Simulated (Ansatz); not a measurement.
# Na2Ir, from a guessed structure to a relaxed one

Starting from a made-up structure for Na2Ir, the aim is the relaxed cell, its shortest contacts and, where a second run follows, its electronic structure.

Main program and level: Ansatz 0.2.0; DFT, PBEsol, plane-wave PAW, files of the set soft_1, scalar-relativistic, no spin, cell and ions relaxed at zero pressure; PAW set soft_1, in the first sound run; inputs show where later runs differ.

### 1. Set-up

It takes space group Fm-3m (No. 225, cubic). Conventional cell: a = 6.244 Å, b = 6.244 Å, c = 6.244 Å, α = 90.00°, β = 90.00°, γ = 90.00°. Nearest to Ir lie 8 Na at 2.70 Å. Na has 4 Ir at 2.70 Å nearest. Farther neighbours are not listed.

As a file:

```cif
data_structure
_symmetry_space_group_name_H-M 'P 1'
_symmetry_Int_Tables_number 1
_cell_length_a 4.4152
_cell_length_b 4.4152
_cell_length_c 4.4152
_cell_angle_alpha 60.000
_cell_angle_beta 60.000
_cell_angle_gamma 60.000
_cell_volume 60.86
loop_
_atom_site_label
_atom_site_type_symbol
_atom_site_fract_x
_atom_site_fract_y
_atom_site_fract_z
_atom_site_occupancy
Ir1 Ir 0.00000 0.00000 0.00000 1
Na2 Na 0.25000 0.25000 0.25000 1
Na3 Na 0.75000 0.75000 0.75000 1
```

### 2. Relaxation of the guess

The guess takes its coordinates from another compound and its volume from a rule, so the cell and any free coordinates are relaxed together.

input.yaml reads:

```yaml
crystal:
  lattice:
    - [0.0, 3.122, 3.122]
    - [3.122, 0.0, 3.122]
    - [3.122, 3.122, 0.0]
  atoms:
    - { symbol: Ir, position: [0.0, 0.0, 0.0] }
    - { symbol: Na, position: [0.25, 0.25, 0.25] }
    - { symbol: Na, position: [0.75, 0.75, 0.75] }
kpoints:
  mp_grid: { grid: [7, 7, 7] }
scf:
  occupations: { method: fermi_dirac, width: 0.05 }
hamiltonian:
  xc: pbesol
  pseudopotentials: { kind: paw, azcp: { folder: soft_1 }, xc_functional: pbe }
relax:
  f_tol: 0.015
  max_steps: 70
  cell: {}
output:
  forces: true
  stress: true
```

Launch:

```console
$ ansatz run input.yaml --threads 4 --pin off --max-ram 8192MiB --backend cpu --events-out ev --progress --plain --runs-dir out
```

Numbers of over 12 decimals in the logs are rounded to 6 here.

The log of the run:

```text
Engine: ansatz 0.2.0, x86_64-unknown-linux-gnu
Pseudopotentials: kind: paw
Pseudopotential: Ir, paw, valence charge 17, recommended cutoff 420 eV (normal), soft_1/Ir.paw.azcp
Pseudopotential: Na, paw, valence charge 9, recommended cutoff 420 eV (normal), soft_1/Na.paw.azcp
Functional definition: PBEsol
  exchange = pbesol_x
  correlation = pbesol_c
Crystal: 3 atoms, lattice volume = 60.860 Å³
Basis set: ecut = 420 eV, 1243 PW (Γ), exchange–correlation on 60×60×60 points (8 copies of the dense FFT grid, shifted against one another)
Bands: 22, of which v1, the nominal top of the filled ones, is band 18 counted from 1 (17 counted from 0)
Symmetry: 48 space group operations
Space group: Fm-3m (ITA 225), of the structure as read, at distance tolerance 3.9e-5 Å
k-points: 20 of 343
Non-local potential: Ir, projectors of the file, l = 0: 3, l = 1: 2, l = 2: 2, l = 3: 1
Non-local potential: Na, projectors of the file, l = 0: 3, l = 1: 2, l = 2: 1
PAW form: soft (Blöchl's): semilocal exchange-correlation on the pseudo side does not see the compensation charge
PAW frozen core: Ir, regenerated for the run's functional, and the local potential with it (the file was generated under x = pbe(κ = 0.804, μ = 0.219515), c = pbe(β = 0.066725))
PAW frozen core: Na, regenerated for the run's functional, and the local potential with it (the file was generated under x = pbe(κ = 0.804, μ = 0.219515), c = pbe(β = 0.066725))
PAW one-centre angular grid: Ir, 590 points (default); XC on 64 Gauss nodes
PAW one-centre angular grid: Na, 110 points (default); XC on 64 Gauss nodes
Initial density: superposition of atomic densities (chi_scale 0.1, normalization cell, long waves kept (reshape's long-wave potential 0.00 eV rms))
Initial wavefunctions: pseudopotential atomic-orbital guess
Functional: x = pbesol(κ = 0.804, μ = 0.123457), c = pbesol(β = 0.046)
SCF iter   1: F=—  HF=-14748.617586 eV  |F-HF|=—  |Δ(HF+E_count)|=         —  Δρ=6.08e-2  dr2=1.91e0  ethr=3.10e-3  ⟨swp⟩=5.2  Hψ=1728  notcnv=0
preconditioner: auto → Kerker (q_TF=auto, 2.488 Å⁻¹)  [metal: Δε(μ)=0.020 eV  Ē_g=5.236 eV  σ=0.050 eV  W_gap=0.10  n_scr=14 (ndim 8)  ℏωp=15.8 eV  f_vac=0.000  D(μ)=11.21/eV (n_scr^D=180)]
SCF iter   2: F=—  HF=-14748.067975 eV  |F-HF|=—  |Δ(HF+E_count)|=   5.50e-1  Δρ=1.91e-2  dr2=2.33e-1  ethr=3.10e-3  ⟨swp⟩=2.4  Hψ=921  notcnv=0
SCF iter   3: F=—  HF=-14748.018244 eV  |F-HF|=—  |Δ(HF+E_count)|=   4.97e-2  Δρ=9.96e-3  dr2=1.01e-1  ethr=6.66e-4  ⟨swp⟩=3.0  Hψ=654  notcnv=0
SCF iter   4: F=—  HF=-14747.996323 eV  |F-HF|=—  |Δ(HF+E_count)|=   2.19e-2  Δρ=5.23e-3  dr2=2.90e-2  ethr=2.90e-4  ⟨swp⟩=2.0  Hψ=520  notcnv=0
SCF iter   5: F=—  HF=-14747.988562 eV  |F-HF|=—  |Δ(HF+E_count)|=   7.76e-3  Δρ=1.21e-3  dr2=2.22e-3  ethr=8.30e-5  ⟨swp⟩=2.0  Hψ=736  notcnv=0
SCF iter   6: F=—  HF=-14747.988373 eV  |F-HF|=—  |Δ(HF+E_count)|=   1.89e-4  Δρ=4.21e-4  dr2=1.52e-4  ethr=6.33e-6  ⟨swp⟩=1.0  Hψ=440  notcnv=0
SCF iter   7: F=—  HF=-14747.988429 eV  |F-HF|=—  |Δ(HF+E_count)|=   5.60e-5  Δρ=1.00e-4  dr2=4.38e-6  ethr=4.33e-7  ⟨swp⟩=2.0  Hψ=547  notcnv=0
SCF iter   8: F=—  HF=-14747.988378 eV  |F-HF|=—  |Δ(HF+E_count)|=   5.05e-5  Δρ=2.71e-5  dr2=5.38e-7  ethr=1.25e-8  ⟨swp⟩=2.3  Hψ=611  notcnv=0
SCF iter   9: F=-14747.988378 eV  HF=-14747.988378 eV  |F-HF|=9.43e-9  |Δ(HF+E_count)|=   1.82e-7  Δρ=4.58e-6  dr2=1.05e-8  ethr=2.86e-10  ⟨swp⟩=5.0  Hψ=1477  notcnv=0
SCF 1 converged in 9 iterations: F = -14747.988378 eV  dr2 = 1.05e-8
  greatest PAW one-centre occupation: 1.000 electrons in one spin orbital (limit 2), on the Ir atom at site 0 (counted from 0), in its partial waves of l = 0
relax step   1: F+E_penalty+E_count = -14747.98837826 eV  Δ(F+E_penalty+E_count) = +0.000e0 eV  max|allowed force component| = 6.168e-18 eV/Å  Δτ_max = 0.0000 Å  P = +10.255 GPa  Ω = 60.860 Å³  (9 SCF iters, dr2 threshold 1.00e-7 eV, accepted)
Crystal: 3 atoms, lattice volume = 70.201 Å³
Basis set: ecut = 420 eV, 1363 PW (Γ), exchange–correlation on 60×60×60 points (8 copies of the dense FFT grid, shifted against one another)
Initial density: handed on by an earlier stage of this run
Initial wavefunctions: those handed on with the density
iter 1 solved again at ethr=2.02e-5 eV; its pass at ethr=3.10e-3 eV (dr2=7.07e-3 eV) is discarded
SCF iter   1: F=—  HF=-14748.365783 eV  |F-HF|=—  |Δ(HF+E_count)|=         —  Δρ=3.93e-3  dr2=7.58e-3  ethr=2.02e-5  ⟨swp⟩=1.2  Hψ=2631  notcnv=0
preconditioner: auto → LDOS  [metal: Δε(μ)=0.015 eV  Ē_g=5.127 eV  σ=0.050 eV  W_gap=0.07  n_scr=14 (ndim 8)  ℏωp=14.7 eV  f_vac=0.092  D(μ)=13.01/eV (n_scr^D=258)  β→1.0]
SCF iter   2: F=—  HF=-14748.364621 eV  |F-HF|=—  |Δ(HF+E_count)|=   1.16e-3  Δρ=2.50e-3  dr2=2.41e-3  ethr=2.02e-5  ⟨swp⟩=2.0  Hψ=856  notcnv=0
SCF iter   3: F=—  HF=-14748.363680 eV  |F-HF|=—  |Δ(HF+E_count)|=   9.40e-4  Δρ=3.19e-4  dr2=7.81e-5  ethr=6.89e-6  ⟨swp⟩=2.0  Hψ=731  notcnv=0
SCF iter   4: F=—  HF=-14748.363645 eV  |F-HF|=—  |Δ(HF+E_count)|=   3.56e-5  Δρ=1.29e-4  dr2=6.98e-6  ethr=2.23e-7  ⟨swp⟩=2.0  Hψ=780  notcnv=0
SCF iter   5: F=-14748.363645 eV  HF=-14748.363645 eV  |F-HF|=2.81e-7  |Δ(HF+E_count)|=   1.54e-7  Δρ=2.09e-5  dr2=2.36e-7  ethr=8.57e-10  ⟨swp⟩=3.0  Hψ=1943  notcnv=0
SCF 2 converged in 5 iterations: F = -14748.363645 eV  dr2 = 2.36e-7
relax step   2: F+E_penalty+E_count = -14748.36364497 eV  Δ(F+E_penalty+E_count) = -3.753e-1 eV  max|allowed force component| = 4.703e-17 eV/Å  Δτ_max = 0.0000 Å  P = +3.363 GPa  Ω = 70.201 Å³  energy of the carried Pulay correction = -8.331e-4 eV  (5 SCF iters, dr2 threshold 3.00e-7 eV, accepted)
Crystal: 3 atoms, lattice volume = 75.870 Å³
Basis set: ecut = 420 eV, 1459 PW (Γ), exchange–correlation on 60×60×60 points (8 copies of the dense FFT grid, shifted against one another)
iter 1 solved again at ethr=1.82e-5 eV; its pass at ethr=3.10e-3 eV (dr2=6.36e-3 eV) is discarded
SCF iter   1: F=—  HF=-14748.436654 eV  |F-HF|=—  |Δ(HF+E_count)|=         —  Δρ=2.85e-3  dr2=7.58e-3  ethr=1.82e-5  ⟨swp⟩=2.0  Hψ=2358  notcnv=0
preconditioner: auto → LDOS  [metal: Δε(μ)=0.015 eV  Ē_g=4.860 eV  σ=0.050 eV  W_gap=0.07  n_scr=14 (ndim 8)  ℏωp=14.1 eV  f_vac=0.108  D(μ)=13.12/eV (n_scr^D=228)  β→1.0]
SCF iter   2: F=—  HF=-14748.434842 eV  |F-HF|=—  |Δ(HF+E_count)|=   1.81e-3  Δρ=1.58e-3  dr2=8.16e-4  ethr=1.82e-5  ⟨swp⟩=2.0  Hψ=850  notcnv=0
SCF iter   3: F=—  HF=-14748.434787 eV  |F-HF|=—  |Δ(HF+E_count)|=   5.44e-5  Δρ=5.40e-4  dr2=2.52e-4  ethr=2.33e-6  ⟨swp⟩=2.0  Hψ=760  notcnv=0
SCF iter   4: F=—  HF=-14748.434785 eV  |F-HF|=—  |Δ(HF+E_count)|=   2.93e-6  Δρ=2.72e-4  dr2=9.33e-5  ethr=7.19e-7  ⟨swp⟩=2.0  Hψ=694  notcnv=0
SCF iter   5: F=—  HF=-14748.434781 eV  |F-HF|=—  |Δ(HF+E_count)|=   3.44e-6  Δρ=7.42e-5  dr2=6.75e-6  ethr=2.67e-7  ⟨swp⟩=2.0  Hψ=527  notcnv=0
SCF iter   6: F=—  HF=-14748.434781 eV  |F-HF|=—  |Δ(HF+E_count)|=   3.13e-7  Δρ=1.87e-5  dr2=5.53e-7  ethr=1.93e-8  ⟨swp⟩=2.2  Hψ=560  notcnv=0
SCF iter   7: F=-14748.434781 eV  HF=-14748.434781 eV  |F-HF|=8.00e-11  |Δ(HF+E_count)|=   4.12e-8  Δρ=1.98e-6  dr2=3.79e-9  ethr=8.57e-10  ⟨swp⟩=4.2  Hψ=1355  notcnv=0
SCF 3 converged in 7 iterations: F = -14748.434781 eV  dr2 = 3.79e-9
relax step   3: F+E_penalty+E_count = -14748.43478075 eV  Δ(F+E_penalty+E_count) = -7.114e-2 eV  max|allowed force component| = 1.388e-17 eV/Å  Δτ_max = 0.0000 Å  P = +0.829 GPa  Ω = 75.870 Å³  energy of the carried Pulay correction = -1.254e-3 eV  (7 SCF iters, dr2 threshold 3.00e-7 eV, accepted)
Crystal: 3 atoms, lattice volume = 78.565 Å³
Basis set: ecut = 420 eV, 1471 PW (Γ), exchange–correlation on 60×60×60 points (8 copies of the dense FFT grid, shifted against one another)
iter 1 solved again at ethr=5.27e-6 eV; its pass at ethr=3.10e-3 eV (dr2=1.84e-3 eV) is discarded
SCF iter   1: F=—  HF=-14748.440980 eV  |F-HF|=—  |Δ(HF+E_count)|=         —  Δρ=1.41e-3  dr2=2.12e-3  ethr=5.27e-6  ⟨swp⟩=2.1  Hψ=2242  notcnv=0
preconditioner: auto → LDOS  [metal: Δε(μ)=0.014 eV  Ē_g=4.727 eV  σ=0.050 eV  W_gap=0.07  n_scr=14 (ndim 8)  ℏωp=13.9 eV  f_vac=0.109  D(μ)=13.14/eV (n_scr^D=228)  β→1.0]
SCF iter   2: F=—  HF=-14748.440466 eV  |F-HF|=—  |Δ(HF+E_count)|=   5.14e-4  Δρ=7.60e-4  dr2=1.96e-4  ethr=5.27e-6  ⟨swp⟩=2.0  Hψ=779  notcnv=0
SCF iter   3: F=—  HF=-14748.440460 eV  |F-HF|=—  |Δ(HF+E_count)|=   5.59e-6  Δρ=2.87e-4  dr2=7.51e-5  ethr=5.61e-7  ⟨swp⟩=2.0  Hψ=757  notcnv=0
SCF iter   4: F=—  HF=-14748.440466 eV  |F-HF|=—  |Δ(HF+E_count)|=   5.92e-6  Δρ=1.51e-4  dr2=3.07e-5  ethr=2.15e-7  ⟨swp⟩=2.0  Hψ=683  notcnv=0
SCF iter   5: F=—  HF=-14748.440464 eV  |F-HF|=—  |Δ(HF+E_count)|=   2.00e-6  Δρ=3.73e-5  dr2=1.71e-6  ethr=8.77e-8  ⟨swp⟩=2.0  Hψ=529  notcnv=0
SCF iter   6: F=-14748.440464 eV  HF=-14748.440464 eV  |F-HF|=6.23e-8  |Δ(HF+E_count)|=   1.15e-7  Δρ=6.72e-6  dr2=8.48e-8  ethr=8.57e-10  ⟨swp⟩=4.6  Hψ=1374  notcnv=0
SCF 4 converged in 6 iterations: F = -14748.440464 eV  dr2 = 8.48e-8
relax step   4: F+E_penalty+E_count = -14748.44046416 eV  Δ(F+E_penalty+E_count) = -5.683e-3 eV  max|allowed force component| = 1.696e-17 eV/Å  Δτ_max = 0.0000 Å  P = -0.109 GPa  Ω = 78.565 Å³  energy of the carried Pulay correction = -1.436e-3 eV  (6 SCF iters, dr2 threshold 3.00e-7 eV, accepted)
Crystal: 3 atoms, lattice volume = 78.242 Å³
iter 1 solved again at ethr=2.10e-8 eV; its pass at ethr=3.10e-3 eV (dr2=7.35e-6 eV) is discarded
SCF iter   1: F=—  HF=-14748.440618 eV  |F-HF|=—  |Δ(HF+E_count)|=         —  Δρ=1.62e-4  dr2=2.74e-5  ethr=2.10e-8  ⟨swp⟩=3.0  Hψ=2239  notcnv=0
eigensolver tolerance schedule calibrated: the retry pair's looser diagonalisation under-reported the residual by θ = 0.73 (0.14/decade); ethr = c·dr2/N_el runs at the constant in force after the calibration composes with the one it found (an armed cap, an earlier calibration), c = 5.0e-2
preconditioner: auto → LDOS  [metal: Δε(μ)=0.014 eV  Ē_g=4.723 eV  σ=0.050 eV  W_gap=0.07  n_scr=14 (ndim 8)  ℏωp=13.9 eV  f_vac=0.104  D(μ)=13.07/eV (n_scr^D=228)  β→1.0]
SCF iter   2: F=—  HF=-14748.440599 eV  |F-HF|=—  |Δ(HF+E_count)|=   1.82e-5  Δρ=8.74e-5  dr2=2.60e-6  ethr=2.10e-8  ⟨swp⟩=2.0  Hψ=780  notcnv=0
SCF iter   3: F=—  HF=-14748.440600 eV  |F-HF|=—  |Δ(HF+E_count)|=   1.46e-7  Δρ=3.32e-5  dr2=1.00e-6  ethr=3.71e-9  ⟨swp⟩=2.0  Hψ=779  notcnv=0
SCF iter   4: F=—  HF=-14748.440600 eV  |F-HF|=—  |Δ(HF+E_count)|=   8.29e-8  Δρ=1.74e-5  dr2=4.05e-7  ethr=1.43e-9  ⟨swp⟩=2.0  Hψ=572  notcnv=0
SCF iter   5: F=-14748.440600 eV  HF=-14748.440600 eV  |F-HF|=1.61e-8  |Δ(HF+E_count)|=   2.61e-8  Δρ=4.25e-6  dr2=2.24e-8  ethr=4.25e-11  ⟨swp⟩=3.0  Hψ=1707  notcnv=0
SCF 5 converged in 5 iterations: F = -14748.440600 eV  dr2 = 2.24e-8
relax step   5: F+E_penalty+E_count = -14748.44059954 eV  Δ(F+E_penalty+E_count) = -1.354e-4 eV  max|allowed force component| = 2.390e-17 eV/Å  Δτ_max = 0.0000 Å  P = -0.003 GPa  Ω = 78.242 Å³  energy of the carried Pulay correction = -1.415e-3 eV  (5 SCF iters, dr2 threshold 2.99e-8 eV, accepted)
Basis set: ecut = 420 eV, 1471 PW (Γ), exchange–correlation on 72×72×72 points (8 copies of the dense FFT grid, shifted against one another)
Initial wavefunctions: pseudopotential atomic-orbital guess (no wavefunctions were taken with the density)
iter 1 solved again at ethr=9.89e-7 eV; its pass at ethr=3.10e-3 eV (dr2=3.46e-4 eV) is discarded
SCF iter   1: F=—  HF=-14748.432351 eV  |F-HF|=—  |Δ(HF+E_count)|=         —  Δρ=1.22e-3  dr2=1.63e-4  ethr=9.89e-7  ⟨swp⟩=3.0  Hψ=2867  notcnv=0
preconditioner: auto → LDOS  [metal: Δε(μ)=0.014 eV  Ē_g=4.737 eV  σ=0.050 eV  W_gap=0.07  n_scr=14 (ndim 8)  ℏωp=13.9 eV  f_vac=0.107  D(μ)=13.08/eV (n_scr^D=228)  β→1.0]
SCF iter   2: F=—  HF=-14748.442474 eV  |F-HF|=—  |Δ(HF+E_count)|=   1.01e-2  Δρ=1.83e-4  dr2=6.29e-5  ethr=4.66e-7  ⟨swp⟩=2.0  Hψ=640  notcnv=0
SCF iter   3: F=—  HF=-14748.442451 eV  |F-HF|=—  |Δ(HF+E_count)|=   2.29e-5  Δρ=1.09e-4  dr2=1.74e-5  ethr=1.80e-7  ⟨swp⟩=2.0  Hψ=468  notcnv=0
SCF iter   4: F=—  HF=-14748.442465 eV  |F-HF|=—  |Δ(HF+E_count)|=   1.37e-5  Δρ=5.46e-5  dr2=2.04e-6  ethr=4.99e-8  ⟨swp⟩=2.4  Hψ=633  notcnv=0
SCF iter   5: F=—  HF=-14748.442466 eV  |F-HF|=—  |Δ(HF+E_count)|=   9.56e-7  Δρ=2.35e-5  dr2=4.74e-7  ethr=5.83e-9  ⟨swp⟩=2.0  Hψ=666  notcnv=0
SCF iter   6: F=—  HF=-14748.442467 eV  |F-HF|=—  |Δ(HF+E_count)|=   8.27e-7  Δρ=1.05e-5  dr2=1.72e-7  ethr=1.35e-9  ⟨swp⟩=2.0  Hψ=506  notcnv=0
SCF iter   7: F=—  HF=-14748.442467 eV  |F-HF|=—  |Δ(HF+E_count)|=   5.84e-8  Δρ=3.54e-6  dr2=1.96e-8  ethr=4.93e-10  ⟨swp⟩=1.8  Hψ=467  notcnv=0
SCF iter   8: F=—  HF=-14748.442467 eV  |F-HF|=—  |Δ(HF+E_count)|=   2.26e-9  Δρ=8.69e-7  dr2=1.22e-9  ethr=5.60e-11  ⟨swp⟩=2.0  Hψ=560  notcnv=0
SCF iter   9: F=—  HF=-14748.442467 eV  |F-HF|=—  |Δ(HF+E_count)|=  1.40e-10  Δρ=2.40e-7  dr2=7.00e-11  ethr=3.49e-12  ⟨swp⟩=2.3  Hψ=525  notcnv=0
SCF iter  10: F=-14748.442467 eV  HF=-14748.442467 eV  |F-HF|=0.00e0  |Δ(HF+E_count)|=  5.46e-12  Δρ=1.98e-8  dr2=2.01e-13  ethr=1.00e-12  ⟨swp⟩=6.0  Hψ=1779  notcnv=0
SCF 6 converged in 10 iterations: F = -14748.442467 eV  dr2 = 2.01e-13
relax step   6: F+E_penalty+E_count = -14748.44246661 eV  Δ(F+E_penalty+E_count) = -1.867e-3 eV  max|allowed force component| = 2.506e-17 eV/Å  Δτ_max = 0.0000 Å  P = +0.063 GPa  Ω = 78.242 Å³  stress off target by 6.30e-2 GPa  SCF on the basis re-selected at this cell (its energy is not comparable with the rows above)  (10 SCF iters)
basis re-selected at this cell: Δ(F+E_penalty+E_count) = -1.867e-3 eV, ΔP = +0.066 GPa vs the last step (what re-selecting the basis moved, of the pressure what is left beyond the Pulay correction that the steps carried, after the strain that the cell walked since its last selection, with what the two solves' SCF thresholds leave and, on support functions, any second-order correction that the steps lacked; it is no measure of the basis error at this ecutwfc). The dense FFT grid was sized anew with the basis: this SCF ran on 36×36×36 points, the steps before it on 30×30×30, so part of this shift can come from that change (see relax.cell in the input reference). [rest of the remark cut]
Crystal: 3 atoms, lattice volume = 78.434 Å³
iter 1 solved again at ethr=1.43e-8 eV; its pass at ethr=3.10e-3 eV (dr2=4.99e-6 eV) is discarded
SCF iter   1: F=—  HF=-14748.442510 eV  |F-HF|=—  |Δ(HF+E_count)|=         —  Δρ=9.92e-5  dr2=1.12e-5  ethr=1.43e-8  ⟨swp⟩=3.0  Hψ=2224  notcnv=0
eigensolver tolerance schedule calibrated: the retry pair's looser diagonalisation under-reported the residual by θ = 0.55 (0.10/decade); ethr = c·dr2/N_el runs at the constant in force after the calibration composes with the one it found (an armed cap, an earlier calibration), c = 9.3e-2
preconditioner: auto → LDOS  [metal: Δε(μ)=0.014 eV  Ē_g=4.717 eV  σ=0.050 eV  W_gap=0.07  n_scr=14 (ndim 8)  ℏωp=13.9 eV  f_vac=0.109  D(μ)=13.08/eV (n_scr^D=228)  β→1.0]
SCF iter   2: F=—  HF=-14748.442493 eV  |F-HF|=—  |Δ(HF+E_count)|=   1.68e-5  Δρ=5.34e-5  dr2=9.79e-7  ethr=1.43e-8  ⟨swp⟩=2.0  Hψ=780  notcnv=0
SCF iter   3: F=—  HF=-14748.442494 eV  |F-HF|=—  |Δ(HF+E_count)|=   8.25e-8  Δρ=2.19e-5  dr2=4.48e-7  ethr=2.61e-9  ⟨swp⟩=2.0  Hψ=775  notcnv=0
SCF iter   4: F=—  HF=-14748.442494 eV  |F-HF|=—  |Δ(HF+E_count)|=   2.94e-8  Δρ=1.24e-5  dr2=2.08e-7  ethr=1.19e-9  ⟨swp⟩=2.0  Hψ=673  notcnv=0
SCF iter   5: F=—  HF=-14748.442494 eV  |F-HF|=—  |Δ(HF+E_count)|=   1.95e-8  Δρ=3.27e-6  dr2=1.43e-8  ethr=5.55e-10  ⟨swp⟩=2.0  Hψ=532  notcnv=0
SCF iter   6: F=-14748.442494 eV  HF=-14748.442494 eV  |F-HF|=5.48e-10  |Δ(HF+E_count)|=   1.57e-9  Δρ=6.14e-7  dr2=6.78e-10  ethr=2.64e-11  ⟨swp⟩=4.0  Hψ=1356  notcnv=0
SCF 7 converged in 6 iterations: F = -14748.442494 eV  dr2 = 6.78e-10
relax step   7: F+E_penalty+E_count = -14748.44249355 eV  Δ(F+E_penalty+E_count) = -2.694e-5 eV  max|allowed force component| = 2.352e-17 eV/Å  Δτ_max = 0.0000 Å  P = +0.004 GPa  Ω = 78.434 Å³  energy of the carried Pulay correction = -1.319e-5 eV  (6 SCF iters, dr2 threshold 9.91e-9 eV, accepted)
iter 1 solved again at ethr=1.66e-7 eV; its pass at ethr=3.10e-3 eV (dr2=5.79e-5 eV) is discarded
SCF iter   1: F=—  HF=-14748.442505 eV  |F-HF|=—  |Δ(HF+E_count)|=         —  Δρ=4.71e-5  dr2=3.76e-8  ethr=1.66e-7  ⟨swp⟩=3.0  Hψ=2858  notcnv=0
preconditioner: auto → LDOS  [metal: Δε(μ)=0.014 eV  Ē_g=4.716 eV  σ=0.050 eV  W_gap=0.07  n_scr=14 (ndim 8)  ℏωp=13.9 eV  f_vac=0.109  D(μ)=13.08/eV (n_scr^D=228)  β→1.0]
SCF iter   2: F=—  HF=-14748.442505 eV  |F-HF|=—  |Δ(HF+E_count)|=   1.69e-7  Δρ=1.70e-6  dr2=6.42e-10  ethr=1.07e-10  ⟨swp⟩=2.2  Hψ=806  notcnv=0
SCF iter   3: F=—  HF=-14748.442505 eV  |F-HF|=—  |Δ(HF+E_count)|=  5.26e-10  Δρ=7.06e-7  dr2=1.12e-10  ethr=1.00e-12  ⟨swp⟩=6.7  Hψ=2083  notcnv=0
SCF iter   4: F=-14748.442505 eV  HF=-14748.442505 eV  |F-HF|=1.82e-12  |Δ(HF+E_count)|=  1.82e-11  Δρ=1.67e-7  dr2=1.69e-11  ethr=1.00e-12  ⟨swp⟩=5.0  Hψ=1718  notcnv=0
SCF 8 converged in 4 iterations: F = -14748.442505 eV  dr2 = 1.69e-11
relax step   8: F+E_penalty+E_count = -14748.44250476 eV  Δ(F+E_penalty+E_count) = -1.121e-5 eV  max|allowed force component| = 3.045e-17 eV/Å  Δτ_max = 0.0000 Å  P = +0.004 GPa  Ω = 78.434 Å³  stress off target by 4.08e-3 GPa  SCF on the basis re-selected at this cell (its energy is not comparable with the rows above)  (4 SCF iters)
basis re-selected at this cell: Δ(F+E_penalty+E_count) = -1.121e-5 eV, ΔP = -0.000 GPa vs the last step (what re-selecting the basis moved, of the pressure what is left beyond the Pulay correction that the steps carried, after the strain that the cell walked since its last selection, with what the two solves' SCF thresholds leave and, on support functions, any second-order correction that the steps lacked; it is no m [...]
SCF converged after 4 iterations
Free energy (F): -14748.442505 eV
Harris-Foulkes:  -14748.442505 eV  (|F-HF|=1.82e-12)
Internal energy: -14748.340977 eV  (E = F + TS)
E sigma→0 (E₀):  -14748.391741 eV
Entropy (-TS):   -0.101528 eV (-33.843 meV/atom)
Fermi energy:    4.506204 eV
--- Per-component energies (eV) ---
  E_band       = -783.010573
  E_kinetic    = 770.883700
  E_local      = -5276.800871  (includes V_loc(G=0)·N_el)
  E_nonlocal   = 754.617852
  E_hartree    = 1897.772023
  E_xc         = -298.354707
  E_vxc        = -345.854678  (∫ρ·V_xc dr)
  E_paw        = -9698.778763  (= ΣΔE_a)
  E_vpaw       = -481.400880  (= ΣTr[D̂ρ^β])
  E_aug_tail   = 0.000441  (compensation charges beyond the density's cutoff)
  E_ewald      = -2898.055389
  E_core_change = 0.374736  (= ΣΔE_core)
  E_smearing   = -0.101528  (= −TS)
  E_closure    = 0.000000  (closes the sum)
  Σ components = -14748.442505   (vs F -14748.442505, Δ=0.00e0)
--- Forces (eV/Å), atoms counted from 1 ---
  atom   1  Ir    -0.00000000     0.00000000    -0.00000000
  atom   2  Na     0.00000000    -0.00000000    -0.00000000
  atom   3  Na    -0.00000000     0.00000000     0.00000000
  max |Σ_I F_I| component: 8.10e-18 eV/Å
--- Stress (GPa, compression-positive) ---
        0.004079       0.000000       0.000000
       -0.000000       0.004079      -0.000000
        0.000000      -0.000000       0.004079
  P = ⅓ Tr σ = 0.0041 GPa (0.041 kbar)
--- Relaxed structure (6 steps of the walk, 6 accepted, 2 SCFs on fresh bases) ---
  F+E_penalty+E_count = -14748.44250476 eV   max|allowed force component| = 3.045e-17 eV/Å   (the final SCF, on the basis selected at the relaxed cell)
  cell:  # Å, volume = 78.4336 Å³
    - [0, 3.397484, 3.397484]
    - [3.397484, 0, 3.397484]
    - [3.397484, 3.397484, 0]
  atoms:
    - { symbol: Ir, position: [0, 0, 0] }
    - { symbol: Na, position: [0.250000, 0.250000, 0.250000] }
    - { symbol: Na, position: [0.75, 0.75, 0.75] }
```

Run time: 4.9 s. Hardware: 4 threads of Intel Xeon Platinum 8375C at 2.90GHz (Ice Lake), shared host; peak memory 0.44 GiB.

(Part 1 of 2 ends here.)

[Logs are printed without paths, hosts, clocks, repeated set-up lines and the standing remarks that a program may print on its own settings, such as how far it seeks lower states.]

[Hosts, paths, dates, database ids (printed as entryN), source tags and the programs' standing remarks are cut or masked in the printed files.]
